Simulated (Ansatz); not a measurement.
# AlN (P6_3mc): phonons and vibrational spectra, part 3 of 3

Aim: the vibrations of AlN (P6_3mc), their spectra, and whether the structure is stable.

Ansatz 0.2.0; DFT LDA, scalar-relativistic, plane waves, PAW; PAW set soft_1.

So far. Step 5 (Relaxing to small forces for the phonons, k-mesh …): The largest force component left is 0.028 meV/Å and the pressure is -0.001 GPa, within the tolerances set. The cell now holds 10.21 Å³/atom. Step 6 (Linear response at the zone centre): Before it was imposed, the acoustic sum rule was missed by 6.2e-5 eV/Å² and the charge sum rule by 2.9e-4 e. The relaxed cell has a = 3.089, c = 4.943 Å (conventional setting).

The database entry behind the starting cell differs from later determinations by our own check (inner coordinate u about 0.002 short), so it need not match the best structure at ambient conditions.

## 7. Phonons on a q mesh

Stability and thermal properties need the whole zone. Linear response on a 3×3×2 q mesh gives force constants as far as a supercell of that size would, and the tensors from the zone-centre run are typed in so that the long-range dipole term is interpolated apart.

input.yaml

```yaml
crystal:
  lattice:
    - [3.0886284848, 0.0, 0.0]
    - [-1.5443142424, 2.6748307307, 0.0]
    - [0.0, 0.0, 4.9431174619]
  atoms:
    - { symbol: Al, position: [0.3333333333, 0.6666666667, -0.0009910975] }
    - { symbol: Al, position: [0.6666666667, 0.3333333333, 0.4990089025] }
    - { symbol: "N", position: [0.3333333333, 0.6666666667, 0.3809910975] }
    - { symbol: "N", position: [0.6666666667, 0.3333333333, 0.8809910975] }
kpoints:
  mp_grid: { grid: [12, 12, 6] }
hamiltonian:
  xc: lda
  pseudopotentials: { kind: paw, azcp: { folder: soft_1 }, xc_functional: pbe }
scf:
  occupations: { method: fixed }
output:
  eigenvalues: true
phonons:
  method: dfpt
  qmesh: [3, 3, 2]
  temperatures: { t_max: 1000, t_step: 50 }
  qpath:
    path:
      - [[0.0, 0.0, 0.0], [0.5, 0.0, 0.0], [0.33333333, 0.33333333, 0.0], [0.0, 0.0, 0.0], [0.0, 0.0, 0.5], [0.5, 0.0, 0.5], [0.33333333, 0.33333333, 0.5], [0.0, 0.0, 0.5]]
      - [[0.5, 0.0, 0.5], [0.5, 0.0, 0.0]]
      - [[0.33333333, 0.33333333, 0.5], [0.33333333, 0.33333333, 0.0]]
    npoints: 10
  non_analytic_term:
    high_frequency_dielectric_tensor: [[4.3986, 0.0, 0.0], [0.0, 4.3986, 0.0], [0.0, 0.0, 4.6213]]
    born_effective_charges:
      - { species: Al, tensor: [[2.5247, 0.0, 0.0], [0.0, 2.5247, 0.0], [0.0, 0.0, 2.6858]] }
      - { species: Al, tensor: [[2.5247, 0.0, 0.0], [0.0, 2.5247, 0.0], [0.0, 0.0, 2.6858]] }
      - { species: "N", tensor: [[-2.5247, 0.0, 0.0], [0.0, -2.5247, 0.0], [0.0, 0.0, -2.6858]] }
      - { species: "N", tensor: [[-2.5247, 0.0, 0.0], [0.0, -2.5247, 0.0], [0.0, 0.0, -2.6858]] }
    source: "zone-centre run at this cell"
```

The run is started by

```console
$ ansatz run input.yaml --threads 4 --pin off --max-ram 16384MiB --backend cpu --events-out ev --progress --plain --runs-dir out
```

Numbers of over 12 decimals in the logs are rounded to 6 here.

The program printed:

```text
Warning: phonons: the dynamical matrix that this run interpolates holds no multipole term above the dipole-dipole one, and a site of this crystal is no centre of inversion, so its interpolated transverse optical and acoustic branches and sound speeds can stay off near Gamma, and the density of states and the thermodynamics with them. What a run solves at a wave vector of phonons.qpoints, Gamma apart, where the deck admits one, is free of this, and under fd what a larger phonons.supercell samples
[...]
Crystal: 4 atoms, lattice volume = 40.838 Å³
Basis set: ecut = 420 eV, 785 PW (Γ), exchange–correlation on 48×48×72 points (8 copies of the dense FFT grid, shifted against one another)
Bands: 12, of which v1, the nominal top of the filled ones, is band 8 counted from 1 (7 counted from 0)
Symmetry: 12 space group operations
k-points: 76 of 864 (time reversal used)
[...]
SCF iter   1: F=—  HF=-1782.778233 eV  |F-HF|=—  |Δ(HF+E_count)|=         —  Δρ=1.38e-1  dr2=9.31e0  ethr=3.10e-3  ⟨swp⟩=4.8  Hψ=4949  notcnv=0  defer=65
[...]
SCF iter   9: F=-1779.712761 eV  HF=-1779.712761 eV  |F-HF|=2.27e-13  |Δ(HF+E_count)|=  2.25e-11  Δρ=2.93e-8  dr2=1.33e-13  ethr=1.00e-12  ⟨swp⟩=6.2  Hψ=5012  notcnv=0
SCF 1 converged in 9 iterations: F = -1779.712761 eV  dr2 = 1.33e-13
[...]
DFPT response loops at q = (0, 0, 0) (fractional): preconditioner auto → none (the input reference at scf.mixing.eps_inf says where Resta's filter doesn't serve); β = 0.50; Broyden in place of MSR1
[...]
SCF converged after 9 iterations
Free energy (F): -1779.712761 eV
[...]
Internal energy: -1779.712761 eV  (E = F + TS)
E sigma→0 (E₀):  -1779.712761 eV
Fermi energy:    7.095411 eV
[...]
--- Band table (eV; the first three rows and the last of 76) ---
  k-point 0: bands = [... 4 lower, 6.2090, 6.8672, 6.8672, 7.0954, 11.5112, 13.8318, 17.7540, 18.2026]
  k-point 1: bands = [... 4 lower, 6.2507, 6.4978, 6.8206, 6.8206, 11.9885, 13.9061, 17.5744, 18.1707]
  k-point 2: bands = [... 4 lower, 6.3658, 6.3658, 6.6950, 6.6950, 12.9181, 13.9914, 17.2794, 18.2228]
  k-point 75: bands = [... 4 lower, 3.1127, 3.1127, 6.2893, 6.2893, 14.4553, 14.4553, 14.9281, 14.9281]
--- Phonons (Γ-DFPT): 4 representative perturbations + reference (Σ response iterations 12) ---
  ASR residual: 6.824e-6 → 0.000e0 eV/Å²; symmetrization residual: 6.674e-7 eV/Å²
  ASR residual per site (eV/Å²): 3.21e-6 3.21e-6 6.82e-6 6.82e-6
[...]
--- Phonons (arbitrary-q DFPT): 6 irreducible q on the 3×3×2 mesh ---
  q = [0.0000, 0.0000, 0.0000] (star 1, of the zone-centre solve; hermiticity 6.14e-8, symmetrization 8.50e-15): -0.00 0.00 0.00 239.53 239.53 553.57 620.94 667.54 667.54 678.90 678.90 729.82
  q = [0.0000, 0.0000, -0.5000] (star 1, 4 solved perturbations in 684 linear systems a pass and spin channel, the states on 242 of 864 k-point pairs; hermiticity 8.57e-8, symmetrization 9.72e-12): 174.87 174.87 174.87 174.87 350.12 350.12 672.20 672.20 672.20 672.20 833.42 833.42
  q = [0.0000, 0.3333, 0.0000] (star 6, 12 solved perturbations on 468 of 864 k-point pairs; hermiticity 8.00e-8, symmetrization 8.35e-9): 198.09 238.60 322.88 401.60 432.27 509.31 632.37 667.65 675.95 681.77 728.54 829.53
[...]
sum rule: each row above includes the acoustic sum rule's correction from the zone centre's row sums; it moved no ω² by more than (0.36 cm⁻¹)²
  mesh force constants: q→R imaginary residual 0.00e0; ASR residual 6.824e-6 → 0.000e0 eV/Å²; symmetrization residual 1.776e-14 eV/Å²
  interpolated dispersion: 94 rows × 12 modes
  density of states and harmonic sums: on the 24×24×14 q-mesh, interpolated from the force constants of a 3×3×2 supercell (with the dipole–dipole term of supplied tensors)
  largest difference from the sums on the solved wave vectors: F 2.48e-2 eV, S 3.94e-5 and C_V 1.40e-5 eV/K
  zero-point energy: 0.392035 eV/cell   skipped modes (ω ≤ 0): 3   left out of the sums: 3.10e-5 of the cell's modes: C_V's classical limit lies that fraction below 3 k_B per atom; for a crystal, a wire or a layer, F and S can be off by more, and a phonons.interpolated_qmesh denser along its periods is the remedy for the sampling
```

Run time: 2.3 min. Hardware: 4 threads of Arm Neoverse V1, shared host; peak memory 0.8 GiB.

This step gave:

* sum-rule residual before enforcement: 6.82e-6 eV/Å²
* lowest frequency on the path: 0 cm⁻¹
* highest frequency on the path or at a solved wavevector: 916.3 cm⁻¹
* lowest mode on the q mesh (acoustic modes at Γ apart): 174.9 cm⁻¹

Frequencies (cm⁻¹) solved at each irreducible wavevector; negative means imaginary. Frequencies by wavevector, by row:

```csv
q in reciprocal lattice units,star,mode 1,mode 2,mode 3,mode 4,mode 10,mode 11,mode 12
0 0 0,1,0,0,0,239.5,678.9,678.9,729.8
0 0 -0.5,1,174.9,174.9,174.9,174.9,672.2,833.4,833.4
0 0.3333 0,6,198.1,238.6,322.9,401.6,681.8,728.5,829.5
0 0.3333 -0.5,6,273.4,273.4,275.2,275.2,674.5,788,788
0.3333 0.3333 0,2,357.8,357.8,364.9,456.5,704,711.3,740.8
0.3333 0.3333 -0.5,2,246.9,246.9,419.3,419.3,702.6,727.5,727.5
```

Interpolated from a 3×3×2 q mesh, with the LO-TO term (at Γ the limit along the path; where Γ stands inside the path, tables give the limit on arrival). The phonon branches at the labelled points (cm⁻¹):

```csv
point,branch 1,branch 2,branch 3,branch 4,branch 9,branch 10,branch 11,branch 12
Γ,0,0,0,240,668,679,730,916
halfway,163,183,291,315,681,682,726,865
M,225,305,359,403,682,684,745,757
halfway,290,321,386,409,683,695,733,749
K,358,358,365,456,704,704,711,741
halfway,209,214,327,337,682,683,725,846
Γ,0,0,0,240,668,679,730,916
halfway,96,96,183,224,677,677,772,876
A,175,175,175,175,672,672,833,833
halfway,247,247,270,270,674,674,810,810
L,275,275,300,300,680,680,741,741
halfway,256,256,362,362,697,697,734,734
H,247,247,419,419,703,703,727,727
halfway,261,261,288,288,680,680,799,799
A,175,175,175,175,672,672,833,833
jump to L,275,275,300,300,680,680,741,741
halfway,250,280,340,343,682,684,742,751
M,225,305,359,403,682,684,745,757
jump to H,247,247,419,419,703,703,727,727
halfway,295,295,383,447,704,704,716,737
K,358,358,365,456,704,704,711,741
```

Tetrahedra on a 24×24×14 mesh, mean over bins of 10 cm-1. Interpolated from a 3×3×2 q mesh. The phonon density of states by wavenumber; read off at these points:

wavenumber (cm⁻¹), phonon density of states (1/cm⁻¹/cell) and a bar:
```
        5      0.000 
       35      0.000 
       65      0.001 
       95      0.001 
      135      0.003 #
      165      0.005 #
      195      0.008 ##
      225      0.014 ####
      255      0.029 ########
      285      0.021 ######
      315      0.019 #####
      355      0.018 #####
      385      0.014 ####
      415      0.011 ###
      445      0.007 ##
      475      0.008 ##
      505      0.018 #####
      535      0.015 ####
      565      0.007 ##
      605      0.000 
      635      0.015 ####
      645      0.046 ############
      665      0.056 ###############
      675      0.113 ##############################
      695      0.038 ##########
      725      0.025 #######
      735      0.032 #########
      755      0.018 #####
      785      0.010 ###
      825      0.007 ##
      855      0.005 #
      885      0.003 #
      915      0.000
```

The partial phonon density of states has structure finer than the step of the table below, so its rows give means over 25 cm⁻¹, whole bins alone (the curve runs from -10 to 952 cm⁻¹). Peaks (cm⁻¹: height): Al 250.1: 0.0202, 510.2: 0.0146, 673.5: 0.0237; N 679.5: 0.0709, 734.0: 0.0270.

Phonopy on the run's constants, 21x21x11 mesh, Gaussian sigma 6.9 cm-1. Interpolated from a 3×3×2 q mesh. Partial phonon density of states against wavenumber; means over each step; values in 1/cm⁻¹/cell:

```csv
wavenumber (cm⁻¹),Al,N
25,6.5e-5,3.1e-5
50,2.5e-4,1.3e-4
75,5.6e-4,2.9e-4
100,0.00102,5.1e-4
125,0.00169,8.3e-4
150,0.00256,0.00122
175,0.00383,0.00176
200,0.00598,0.00261
225,0.0102,0.00417
250,0.0184,0.00686
275,0.0172,0.00598
300,0.0151,0.00480
325,0.0142,0.00420
350,0.0137,0.00366
375,0.0122,0.00300
400,0.0104,0.00230
425,0.00766,0.00192
450,0.00488,0.00159
475,0.00670,0.00195
500,0.0124,0.00206
525,0.0142,0.00156
550,0.0115,9.3e-4
575,0.00270,2.3e-4
600,4.4e-5,7.0e-5
625,0.00252,0.00621
650,0.00990,0.0283
675,0.0199,0.0608
700,0.00641,0.0260
725,0.00203,0.0190
750,0.00226,0.0188
775,0.00224,0.00987
800,0.00218,0.00669
825,0.00195,0.00489
850,0.00158,0.00351
875,0.00110,0.00226
900,4.7e-4,9.3e-4
925,3.7e-5,6.8e-5
```

Symmetry leaves 6 wavevectors to solve. The lowest mode among them, the acoustic zeros apart, lies at q = (0, 0, -0.5) and is real, 175 cm⁻¹.

## 8. The same by displaced supercells

Finite displacements in a 2×2×2 supercell give force constants from forces alone. They are exact at the wavevectors that the supercell holds, where they check the linear-response result.

Changes to input.yaml since step 7:

```diff
@@ -20,4 +20,4 @@
 phonons:
-  method: dfpt
-  qmesh: [3, 3, 2]
+  method: fd
+  supercell: [2, 2, 2]
   temperatures: { t_max: 1000, t_step: 50 }
```

The program printed:

```text
[...]
Crystal: 32 atoms, lattice volume = 326.703 Å³
Basis set: ecut = 420 eV, 6411 PW (Γ)
Bands: 96, of which v1, the nominal top of the filled ones, is band 64 counted from 1 (63 counted from 0)
Symmetry: 96 space group operations
k-points: 14 of 108 (time reversal used)
[...]
SCF iter   1: F=—  HF=-14237.702083 eV  |F-HF|=—  |Δ(HF+E_count)|=         —  Δρ=2.19e-8  dr2=9.91e-13  ethr=1.00e-12  ⟨swp⟩=3.0  Hψ=3209  notcnv=0
[...]
SCF iter   2: F=-14237.702083 eV  HF=-14237.702083 eV  |F-HF|=0.00e0  |Δ(HF+E_count)|=  1.82e-12  Δρ=1.16e-8  dr2=2.99e-13  ethr=1.00e-12  ⟨swp⟩=2.1  Hψ=2328  notcnv=0
SCF 1 converged in 2 iterations: F = -14237.702083 eV  dr2 = 2.99e-13
[...]
Symmetry: 2 space group operations
k-points: 34 of 108 (time reversal used)
[...]
SCF iter   8: F=-14237.702017 eV  HF=-14237.702017 eV  |F-HF|=3.64e-12  |Δ(HF+E_count)|=  3.64e-12  Δρ=1.39e-8  dr2=7.42e-13  ethr=1.00e-12  ⟨swp⟩=4.0  Hψ=9928  notcnv=0
SCF 2 converged in 8 iterations: F = -14237.702017 eV  dr2 = 7.42e-13
[...]
SCF iter   4: F=-14237.702018 eV  HF=-14237.702018 eV  |F-HF|=1.82e-12  |Δ(HF+E_count)|=  9.09e-12  Δρ=1.93e-8  dr2=1.17e-12  ethr=1.00e-12  ⟨swp⟩=3.5  Hψ=10308  notcnv=0
SCF 3 converged in 4 iterations: F = -14237.702018 eV  dr2 = 1.17e-12
[...]
SCF iter   8: F=-14237.702015 eV  HF=-14237.702015 eV  |F-HF|=1.82e-12  |Δ(HF+E_count)|=    0.00e0  Δρ=2.89e-8  dr2=2.50e-12  ethr=1.00e-12  ⟨swp⟩=4.0  Hψ=9929  notcnv=0
SCF 4 converged in 8 iterations: F = -14237.702015 eV  dr2 = 2.50e-12
[...]
SCF iter   4: F=-14237.702015 eV  HF=-14237.702015 eV  |F-HF|=3.64e-12  |Δ(HF+E_count)|=  1.82e-12  Δρ=9.32e-9  dr2=2.35e-13  ethr=1.00e-12  ⟨swp⟩=4.0  Hψ=9911  notcnv=0
SCF 5 converged in 4 iterations: F = -14237.702015 eV  dr2 = 2.35e-13
SCF converged after 2 iterations
Free energy (F): -14237.702083 eV
[...]
Internal energy: -14237.702083 eV  (E = F + TS)
E sigma→0 (E₀):  -14237.702083 eV
Fermi energy:    7.095411 eV
[...]
--- Forces (eV/Å), atoms counted from 1 ---
  atom   1  Al    -0.00000000    -0.00000000     0.00002843
  atom   2  Al     0.00000000     0.00000000     0.00002843
  atom   3  N      0.00000000    -0.00000000    -0.00002015
  atom   4  N     -0.00000000     0.00000000    -0.00002015
  atom   5  Al    -0.00000000    -0.00000000     0.00002843
  atom   6  Al     0.00000000     0.00000000     0.00002843
  atom   7  N      0.00000000    -0.00000000    -0.00002015
  atom   8  N     -0.00000000     0.00000000    -0.00002015
  atom   9  Al     0.00000000    -0.00000000     0.00002843
  atom  10  Al    -0.00000000     0.00000000     0.00002843
  atom  11  N     -0.00000000    -0.00000000    -0.00002015
  atom  12  N      0.00000000     0.00000000    -0.00002015
  atom  13  Al     0.00000000    -0.00000000     0.00002843
  atom  14  Al    -0.00000000     0.00000000     0.00002843
  atom  15  N      0.00000000    -0.00000000    -0.00002015
  atom  16  N     -0.00000000     0.00000000    -0.00002015
  atom  17  Al    -0.00000000    -0.00000000     0.00002843
  atom  18  Al     0.00000000     0.00000000     0.00002843
  atom  19  N      0.00000000    -0.00000000    -0.00002015
  atom  20  N     -0.00000000     0.00000000    -0.00002015
  atom  21  Al    -0.00000000    -0.00000000     0.00002843
  atom  22  Al     0.00000000     0.00000000     0.00002843
  atom  23  N      0.00000000    -0.00000000    -0.00002015
  atom  24  N      0.00000000     0.00000000    -0.00002015
  atom  25  Al     0.00000000    -0.00000000     0.00002843
  atom  26  Al     0.00000000     0.00000000     0.00002843
  atom  27  N      0.00000000    -0.00000000    -0.00002015
  atom  28  N     -0.00000000     0.00000000    -0.00002015
  atom  29  Al     0.00000000    -0.00000000     0.00002843
  atom  30  Al    -0.00000000     0.00000000     0.00002843
  atom  31  N     -0.00000000    -0.00000000    -0.00002015
  atom  32  N     -0.00000000     0.00000000    -0.00002015
  max |Σ_I F_I| component: 1.32e-4 eV/Å
--- Band table (eV; the first three rows and the last of 14) ---
  k-point 0: bands = [... 60 lower, 6.5278, 6.8672, 6.8672, 7.0954, 11.5112, 12.3689, 12.3689, 12.3689, ... 28 higher]
  k-point 1: bands = [... 60 lower, 6.6950, 6.6950, 6.8206, 6.8206, 11.9885, 12.0091, 12.0091, 12.0091, ... 28 higher]
  k-point 2: bands = [... 60 lower, 6.4550, 6.4617, 6.8555, 7.0565, 11.9156, 12.5327, 12.5327, 12.6602, ... 28 higher]
  k-point 13: bands = [... 60 lower, 6.3982, 6.5609, 6.5609, 6.5609, 12.4296, 13.4198, 13.6669, 13.6669, ... 28 higher]
--- Phonons: 4 displaced members + reference (amplitude 0.0025 Å, Σ member SCF iterations 24) ---
  symmetry images taken by strict's conditions (phonons.symmetry_images: auto; settled by no image being taken that strict refuses); asymmetry of the core-correction force 1.9e-7 eV/Å at the most on a site, 3.3e-6 eV/Å summed over every site of the supercell
  ASR residual: 2.163e-4 → 0.000e0 eV/Å²; symmetrization residual: 1.034e-4 eV/Å²
  largest component of a force at the reference: 2.8e-5 eV/Å
  ASR residual per site (eV/Å²): 2.12e-4 2.12e-4 2.16e-4 2.16e-4
[...]
```

It took 76 s on 4 threads; peak memory 1.4 GiB.

This step gave:

```
atoms in the supercell               : 32
sum-rule residual before enforcement : 2.16e-4 eV/Å²
```

Interpolated from a 2×2×2 supercell, rough between the solved points, with the LO-TO term (at Γ the limit along the path; where Γ stands inside the path, tables give the limit on arrival). The phonon branches at the labelled points (cm⁻¹):

```csv
point,branch 1,branch 2,branch 3,branch 4,branch 9,branch 10,branch 11,branch 12
Γ,0,0,0,240,668,679,730,916
halfway,157,191,297,313,677,679,713,863
M,224,306,342,406,682,683,736,755
halfway,292,318,374,414,684,692,725,741
K,351,351,366,472,699,699,711,724
halfway,207,217,336,341,680,681,712,843
Γ,0,0,0,240,668,679,730,916
halfway,96,96,183,224,677,677,772,876
A,175,175,175,175,672,672,833,833
halfway,244,244,264,264,674,674,806,806
L,269,269,297,297,678,678,734,734
halfway,248,248,372,372,687,687,722,722
H,241,241,442,442,693,693,706,706
halfway,256,256,288,288,679,679,794,794
A,175,175,175,175,672,672,833,833
jump to L,269,269,297,297,678,678,734,734
halfway,250,276,331,338,681,683,734,746
M,224,306,342,406,682,683,736,755
jump to H,241,241,442,442,693,693,706,706
halfway,289,289,394,468,697,697,708,717
K,351,351,366,472,699,699,711,724
```

The phonon density of states has structure finer than the step of the table below, so its rows give means over 50 cm⁻¹, whole bins alone (the curve runs from 5 to 915 cm⁻¹). Peaks (cm⁻¹: height): 245.0: 0.0284, 675.0: 0.140, 715.0: 0.0319.

Tetrahedra on a 24×24×14 mesh, mean over bins of 10 cm-1. Interpolated from a 2×2×2 supercell, rough between the solved points. Phonon density of states against wavenumber; means over each step:

wavenumber (cm⁻¹), phonon density of states (1/cm⁻¹/cell) and a bar:
```
       50      0.000 
      100      0.002 #
      150      0.004 ##
      200      0.009 ######
      250      0.023 ###############
      300      0.020 #############
      350      0.016 ###########
      400      0.012 ########
      450      0.008 #####
      500      0.013 #########
      550      0.012 ########
      600      0.001 
      650      0.043 ############################
      700      0.046 ##############################
      750      0.016 ##########
      800      0.008 #####
      850      0.005 ###
```

At Γ the two methods differ by at most 0.0 cm⁻¹.

## 9. Results

- space group after relaxation (within 0.01 Å): P6_3mc
- volume per atom: 10.2 Å³
- gap on the k-mesh: 4.42 eV
- highest optical mode at the zone centre (no LO-TO term): 730 cm⁻¹
- top of the zone-centre spectrum with the field: 916 cm⁻¹
- lowest optical zone-centre mode: 240 cm⁻¹
- mean high-frequency dielectric constant: 4.47
- mean static dielectric constant: 8.51
- largest Born charge (third of the trace): 2.58 e
- lowest mode on the q mesh (acoustic modes at Γ apart): 175 cm⁻¹
- highest frequency on the path or at a solved wavevector: 916 cm⁻¹
- imaginary modes on the 3×3×2 q mesh: none

**Reading.** The structure is a minimum as far as tested: no mode is imaginary at the 6 irreducible wavevectors of the 3×3×2 mesh, and the softest away from the acoustic zeros lies at 175 cm⁻¹. Without the field, the optical modes at Γ span 240 to 730 cm⁻¹. The highest mode in this list at Γ, 729.8 cm⁻¹, is mostly motion of N (100 % of the kinetic energy). With the macroscopic field of the longitudinal modes the top of the zone-centre spectrum lies at 916 cm⁻¹, against 730 cm⁻¹ without it. Lattice motion raises the mean dielectric constant from 4.473 to 8.512. The strongest infrared line is at 679 cm⁻¹. Finite displacements and linear response differ by 0.0 cm⁻¹ in the highest zone-centre mode. The program warns that the interpolation holds no quadrupole term, so branches close to Γ can be off in this crystal. The PAW files were made for PBE and serve the other functionals too. These are harmonic frequencies at zero temperature: anharmonic shifts, linewidths and thermal expansion are left out.

Calculation against experiment:

```
                   quantity  measured  LDA, PAW; PAW set soft_1
     lattice constant a (Å)     3.111            3.089 (-0.7 %)
 Raman mode, E2(low) (cm⁻¹)     247.6              240 (-3.3 %)
  Raman mode, A1(TO) (cm⁻¹)     610.4              621 (+1.7 %)
Raman mode, E2(high) (cm⁻¹)     656.1              668 (+1.7 %)
  Raman mode, E1(TO) (cm⁻¹)     669.1              679 (+1.5 %)
```

Measured values from arxiv:1112.6088 (2011) and pmc:10004678 (2023).

**Verdict.** Measured modes were matched to the nearest mode of that symmetry; at LDA, PAW; PAW set soft_1, 4 of them have a partner, and the computed frequencies miss them by 2.0 % on average (mean signed +0.4 %), which is good agreement. The lattice constant a is off by -0.7 %: fair agreement. The grades are ours: good and fair within 0.7 and 1.5 % for the lattice constant a and 3 and 7 % for the Raman mode. For lattice constants and Raman mode the calculation has a static lattice, without zero-point motion or thermal expansion (measured at up to 300 K).

[Logs are printed without paths, hosts, clocks, repeated set-up lines and the standing remarks that a program may print on its own settings, such as how far it seeks lower states.]

[Hosts, paths, dates, database ids (printed as entryN), source tags and the programs' standing remarks are cut or masked in the printed files.]
